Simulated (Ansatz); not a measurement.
# ZnCu2SnSe4: which shell does photoemission see at 21.2 and 40.8 eV? (r²SCAN)

The valence band of ZnCu2SnSe4 mixes several shells. Work out by hand which one leads the spectrum's area at each photon energy.

Filled states come from the projected DOS of Ansatz 0.2.0 (r²SCAN, plane waves); cross sections σ and asymmetry parameters β are those of free atoms in a Dirac–Hartree–Slater calculation. A shell's area is states × σ × angular factor, which is 1 − β·P₂(cos θ)/2 for unpolarised light, with θ = 54.7° from the beam and P₂ = 0.001.

**At 21.2 eV** (states counted from 11.2 eV below the zero; other shells add 1 to the products' sum of 59.8):

| shell | filled states a cell | cross section (Mb an electron) | β | angular factor | product | share by hand (%) | share in the simulated spectrum (%) |
| --- | --- | --- | --- | --- | --- | --- | --- |
| Sn 4d | 0.02 | 0 | 0.00 | 1.00 | 0 | 0 | 0 |
| Se 4p | 19.23 | 2.04 | 1.83 | 1.00 | 39.2 | 66 | 66 |
| Zn 3d | 9.91 | 0.394 | 0.01 | 1.00 | 3.91 | 7 | 7 |
| Cu 3d | 19.60 | 0.796 | -0.20 | 1.00 | 15.6 | 26 | 26 |

**At 40.8 eV** (states counted from 24.8 eV below the zero; other shells add 0.84 to the products' sum of 42.8):

```
shell  filled states a cell  cross section (Mb an electron)      β  angular factor  product  share by hand (%)  share in the simulated spectrum (%)
Sn 4d                  9.99                            1.19   0.12            1.00     11.9                 28                                   27
Se 4p                 19.31                           0.145   1.37            1.00      2.8                  7                                    7
Zn 3d                  9.98                           0.759  -0.10            1.00     7.57                 18                                   18
Cu 3d                 19.68                           0.999   0.10            1.00     19.7                 46                                   46
```

Se 4p leads at 21.2 eV and Cu 3d at 40.8 eV. Between the two energies σ of Se 4p changes by a factor 0.071 and that of Cu 3d by 1.3, so their ratio moves 18-fold in favour of the second. The simulated spectrum uses the same rule on the energy-resolved DOS, so the two share columns agree within a few points.

Only crystals where the two columns agree within 4 points and the lead is clear are worked in this form. Free-atom cross sections ignore the solid's final states, no escape depth or background enters, and the count of states a shell hangs on the projection.

[Logs are printed without paths, hosts, clocks, repeated set-up lines and the standing remarks that a program may print on its own settings, such as how far it seeks lower states.]
